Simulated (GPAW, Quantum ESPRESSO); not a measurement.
# Near-edge structure at the O K edge of Ti6O (P-31m), part 2 of 5

Aim: the O K edge of Ti6O (P-31m) by two routes, a Lanczos recursion (XSpectra) and a sum over empty bands (GPAW), to see which features are robust.

Quantum ESPRESSO 7.5 and GPAW 26.7.0; core-hole supercells, plane-wave PAW LDA.

So far. Step 2 (Ground state of the crystal (Quantum ESPRESSO)): The mesh shows no gap, so the system is treated as a metal and the core electron is put at the Fermi level (neutral cell). Step 3 (Spectrum without a core hole, O atom 7 (Quantum …): Main maxima below 24 eV (height): 2.4 eV (2.20), 3.6 eV (2.43), 10.8 eV (1.36), 15.2 eV (0.81), 18.7 eV (0.84) and 23.8 eV (0.84).

**6. The atom with a core hole (Quantum ESPRESSO)**

Level of this step: all-electron atom with a core hole and its PAW potential, LDA, scalar-relativistic (Quantum ESPRESSO).

The frozen core must hold the hole, so the absorber gets a data set of its own.

O.lda-n-kjpaw-1sch.ld1.in reads:

```
&input
   title='O', zed=8., rel=1, iswitch=3, dft='PZ',
   config='1s1 2s2 2p5'
/
&inputp
   file_pseudopw='O.lda-n-kjpaw-1sch.UPF', author='',
   lpaw=.true.,
   pseudotype=3,
   lloc=-1,
   rcloc=1.1,
   which_augfun='PSQ',
   rmatch_augfun_nc=.true.,
   nlcc=.true.,
   new_core_ps=.true.,
   rcore=0.7,
   tm=.true.,
   zval=7,
   lgipaw_reconstruction=.true., use_paw_as_gipaw=.true.
/
4
2S  1  0  2.00  0.00  1.00  1.30  0.0
2S  1  0  0.00  1.00  1.00  1.30  0.0
2P  2  1  5.00  0.00  0.90  1.35  0.0
2P  2  1  0.00  0.05  0.90  1.35  0.0
```

Launch:

```
> ld1.x < O.lda-n-kjpaw-1sch.ld1.in > O.lda-n-kjpaw-1sch.ld1.out
```

Log:

```text
     [... banner and references ...]
PAW data will be used for GIPAW calculation
     --------------------------- All-electron run ----------------------------

     O
     scalar relativistic calculation

     atomic number is  8.00
     dft =PZ   lsd =0 sic =0 latt =0  beta=0.20 tr2=1.0E-14
     Exchange-correlation= PZ
                           (   1   1   0   0   0   0   0)
     mesh =1095 r(mesh) =  99.04343 a.u. xmin = -7.00 dx = 0.01250
     1 Ry =  13.60569312 eV, c = 137.03599908

     n l     nl                  e(Ry)          e(Ha)          e(eV)
     1 0     1S 1( 1.00)       -41.9355       -20.9678      -570.5619
     2 0     2S 1( 2.00)        -1.9275        -0.9637       -26.2246
     2 1     2P 1( 5.00)        -0.8665        -0.4332       -11.7888

     final scf error:  4.0E-15 reached in  24 iterations

     Etot =    -110.050736 Ry,     -55.025368 Ha,   -1497.316544 eV

     Ekin =     109.503055 Ry,      54.751527 Ha,    1489.864957 eV
     Encl =    -270.735536 Ry,    -135.367768 Ha,   -3683.544616 eV
     Eh   =      63.959833 Ry,      31.979916 Ha,     870.217855 eV
     Exc  =     -12.778088 Ry,      -6.389044 Ha,    -173.854739 eV

     normalization and overlap integrals

     s(1S/1S) =  1.000000  <r> =   0.1934  <r2> =    0.0503  r(max) =   0.1266
     s(1S/2S) = -0.000240
     s(2S/2S) =  1.000000  <r> =   1.0741  <r2> =    1.4086  r(max) =   0.8151
     s(2P/2P) =  1.000000  <r> =   1.0981  <r2> =    1.6070  r(max) =   0.7104

     ------------------------ End of All-electron run ------------------------

     --------------------- Generating PAW atomic setup --------------------

      Generating local potential from pseudized AE potential:
      Matching radius rcloc =   1.1000

[...]
(   1   1   0   0   0   0   0)
     mesh =1095 r(mesh) =  99.04343 a.u. xmin = -7.00 dx = 0.01250
     1 Ry =  13.60569312 eV, c = 137.03599908

     n l     nl                  e(Ry)          e(Ha)          e(eV)
[...]
final scf error:  4.0E-15 reached in  24 iterations

     Etot =    -110.050736 Ry,     -55.025368 Ha,   -1497.316544 eV

     Ekin =     109.503055 Ry,      54.751527 Ha,    1489.864957 eV
     Encl =    -270.735536 Ry,    -135.367768 Ha,   -3683.544616 eV
     Eh   =      63.959833 Ry,      31.979916 Ha,     870.217855 eV
     Exc  =     -12.778088 Ry,      -6.389044 Ha,    -173.854739 eV

     normalization and overlap integrals

     s(1S/1S) =  1.000000  <r> =   0.1934  <r2> =    0.0503  r(max) =   0.1266
     s(1S/2S) = -0.000240
     s(2S/2S) =  1.000000  <r> =   1.0741  <r2> =    1.4086  r(max) =   0.8151
     s(2P/2P) =  1.000000  <r> =   1.0981  <r2> =    1.6070  r(max) =   0.7104

     ------------------------ End of All-electron run ------------------------

     ---------------------- Testing the pseudopotential ----------------------

     O
     scalar relativistic calculation

     atomic number is  8.00   valence charge is  7.00
     dft = SLA  PZ   NOGX NOGC   lsd =0 sic =0 latt =0  beta=0.20 tr2=1.0E-14
     mesh =1095 r(mesh) =  99.04343 xmin = -7.00 dx = 0.01250

     n l     nl             e AE (Ry)        e PS (Ry)    De AE-PS (Ry)
     1 0     2S   1( 2.00)       -1.92747       -1.92748        0.00000
     2 1     2P   1( 5.00)       -0.86646       -0.86647        0.00001

     eps = 5.9E-18  iter =  4

     Etot =    -110.050736 Ry,     -55.025368 Ha,   -1497.316544 eV
     Etotps =   -50.907907 Ry,     -25.453954 Ha,    -692.637362 eV

     Ekin =      48.297585 Ry,      24.148792 Ha,     657.122117 eV
     Encl =    -128.150435 Ry,     -64.075217 Ha,   -1743.575486 eV
     Ehrt =      41.723026 Ry,      20.861513 Ha,     567.670689 eV
     Ecxc =     -12.778083 Ry,      -6.389042 Ha,    -173.854681 eV
     (Ecc =      -0.066544 Ry,      -0.033272 Ha,      -0.905381 eV)

     ---------------------- End of pseudopotential test ----------------------
```

It took 0.65 s on 1 MPI rank of AMD EPYC 9B45 (Zen 5), shared host; peak memory 0.13 GiB.

Removing the core electron and adding it to the valence shell costs the free atom 530.6 eV.

**7. Supercell with XCH, O atom 7 (Quantum ESPRESSO)**

The holes are 7.0 Å apart. The excited electron is kept in the cell, where it fills the lowest empty states and screens the hole.

scf.in reads:

```
&control
   calculation='scf', prefix='x', pseudo_dir='../pp', outdir='tmp', tprnfor=.true.
/
&system
   ibrav=0, nat=21, ntyp=3, nbnd=146
   ecutwfc=52, ecutrho=560
   occupations='smearing', smearing='mv', degauss=0.015
/
&electrons
   conv_thr=2.1e-07, electron_maxstep=120
   mixing_beta=0.5
/
ATOMIC_SPECIES
Ti 1.0 Ti.lda-spn-kjpaw.UPF
O0 1.0 O.lda-n-kjpaw-1sch.UPF
O 1.0 O.lda-n-kjpaw.UPF
CELL_PARAMETERS angstrom
  -2.56500000 4.44271032 4.74000000
  -2.56500000 -4.44271032 4.74000000
  5.13000000 0.00000000 4.74000000
ATOMIC_POSITIONS crystal
Ti   0.36100000 0.02800000 0.36100000
Ti   0.69433333 0.36133333 0.69433333
Ti   0.02766667 0.69466667 0.02766667
Ti   0.02766667 0.02766667 0.69466667
Ti   0.36100000 0.36100000 0.02800000
Ti   0.69433333 0.69433333 0.36133333
Ti   0.69466667 0.02766667 0.02766667
Ti   0.02800000 0.36100000 0.36100000
Ti   0.36133333 0.69433333 0.69433333
Ti   0.30566667 0.63866667 0.30566667
Ti   0.63900000 0.97200000 0.63900000
Ti   0.97233333 0.30533333 0.97233333
Ti   0.30533333 0.97233333 0.97233333
Ti   0.63866667 0.30566667 0.30566667
Ti   0.97200000 0.63900000 0.63900000
Ti   0.97233333 0.97233333 0.30533333
Ti   0.30566667 0.30566667 0.63866667
Ti   0.63900000 0.63900000 0.97200000
O0   0.00000000 0.00000000 0.00000000
O    0.33333333 0.33333333 0.33333333
O    0.66666667 0.66666667 0.66666667
K_POINTS automatic
4 4 4 0 0 0
```

Launch:

```
> OMP_NUM_THREADS=1 mpirun --oversubscribe --bind-to none -np 8 pw.x -nk 8 -in scf.in > scf.out
```

Log:

```text
     [... banner and references ...]
[banner, memory and clock lines left out]
using ibrav=0 with symmetry is DISCOURAGED, use correct ibrav instead

     G-vector sticks info

     bravais-lattice index     =            0
     lattice parameter (alat)  =      13.1990  a.u.
     unit-cell volume          =    2187.0643 (a.u.)^3
     number of atoms/cell      =           21
     number of atomic types    =            3
     number of electrons       =       235.00
     number of Kohn-Sham states=          146
     kinetic-energy cutoff     =      52.0000  Ry
     charge density cutoff     =     560.0000  Ry
     scf convergence threshold =      2.1E-07
     mixing beta               =       0.5000
     number of iterations used =            8  plain     mixing
     Exchange-correlation= SLA  PZ   NOGX NOGC
                           (   1   1   0   0   0   0   0)

     celldm(1)=  13.198963  celldm(2)=   0.000000  celldm(3)=   0.000000
     celldm(4)=   0.000000  celldm(5)=   0.000000  celldm(6)=   0.000000

     crystal axes: (cart. coord. in units of alat)
               a(1) = (  -0.367237   0.636073   0.678637 )
               a(2) = (  -0.367237  -0.636073   0.678637 )
               a(3) = (   0.734474   0.000000   0.678637 )

     reciprocal axes: (cart. coord. in units 2 pi/alat)
               b(1) = ( -0.453840  0.786073  0.491181 )
               b(2) = ( -0.453840 -0.786073  0.491181 )
               b(3) = (  0.907679  0.000000  0.491181 )

     PseudoPot. #1 for Ti:     Pseudo is Projector augmented-wave + core cor, Zval = 12.0

     ../pp/O.lda-n-kjpaw-1sch.UPF
     Pseudo is Projector augmented-wave + core cor, Zval =  7.0
[...]
iteration # 17     ecut=    52.00 Ry     beta= 0.50
     Davidson diagonalization with overlap
     ethr =  1.34E-10,  avg # of iterations =  4.5

     End of self-consistent calculation

          k = 0.0000 0.0000 0.0000 ( 13893 PWs)   bands (ev):

   -42.9821 -42.8929 -42.8863 -42.8863 -42.8858 -42.8858 -42.8797 -42.8674
   -42.8471 -42.8471 -42.8429 -42.8429 -42.8367 -42.8357 -42.8311 -42.8311
   -42.8237 -42.8237 -20.1536 -19.9461 -19.9145 -19.6943 -19.6943 -19.6929
[...]
14.3165  14.3320  14.3320  14.3974  14.4182  14.4182  14.4370  14.7119
    14.7119  14.7465  14.7717  14.7717  14.8158  14.8158  15.0210  15.0698
    15.0698  15.2706

     [... bands of 12 further k-points ...]

     the Fermi energy is    13.3225 ev

!    total energy              =   -3373.18215105 Ry
     total all-electron energy =    -31082.131356 Ry
     estimated scf accuracy    <       0.00000003 Ry
     smearing contrib. (-TS)   =       0.00612939 Ry
     internal energy E=F+TS    =   -3373.18828043 Ry

     The total energy is F=E-TS. E is the sum of the following terms:
     one-electron contribution =    -747.64999293 Ry
     hartree contribution      =     475.28482556 Ry
     xc contribution           =    -354.47399209 Ry
     ewald contribution        =   -1612.86083836 Ry
     one-center paw contrib.   =   -1133.48828262 Ry

     convergence has been achieved in  17 iterations

     Forces acting on atoms (cartesian axes, Ry/au):

     atom    1 type  1   force =    -0.00497457   -0.00861620   -0.01462216
     atom    2 type  1   force =    -0.00304589   -0.00527564   -0.01137906
     atom    3 type  1   force =     0.01436817    0.02488640   -0.03695622
[...]
atom   20 type  3   force =    -0.00000000   -0.00000000    0.00046869
     atom   21 type  3   force =     0.00000000   -0.00000000   -0.00046869

     Total force =     0.126594     Total SCF correction =     0.000318

     XML data file, charge density, pseudopotentials, collected wavefunctions
```

Run time: 2 min. Hardware: 8 MPI ranks; peak memory 0.63 GiB; 16 min of CPU time.

Energy with the hole: -422893.941 eV, cores included.

(Part 2 of 5 ends here.)

[Banner, clock and machine lines of the logs are left out without a mark of their own.]

[Logs are printed without paths, hosts, clocks, repeated set-up lines and the standing remarks that a program may print on its own settings, such as how far it seeks lower states.]

[Hosts, paths, dates, database ids (printed as entryN), source tags and the programs' standing remarks are cut or masked in the printed files.]

[Lists of maxima count a maximum above −3 eV only where it reaches 4 % of the highest in the window and stands out from its surroundings by 2 % of it (1.5 % where it reaches 55 %); shoulders and weaker maxima are passed over, and of the rest the first, up to two pre-edge ones and the few strongest are named.]
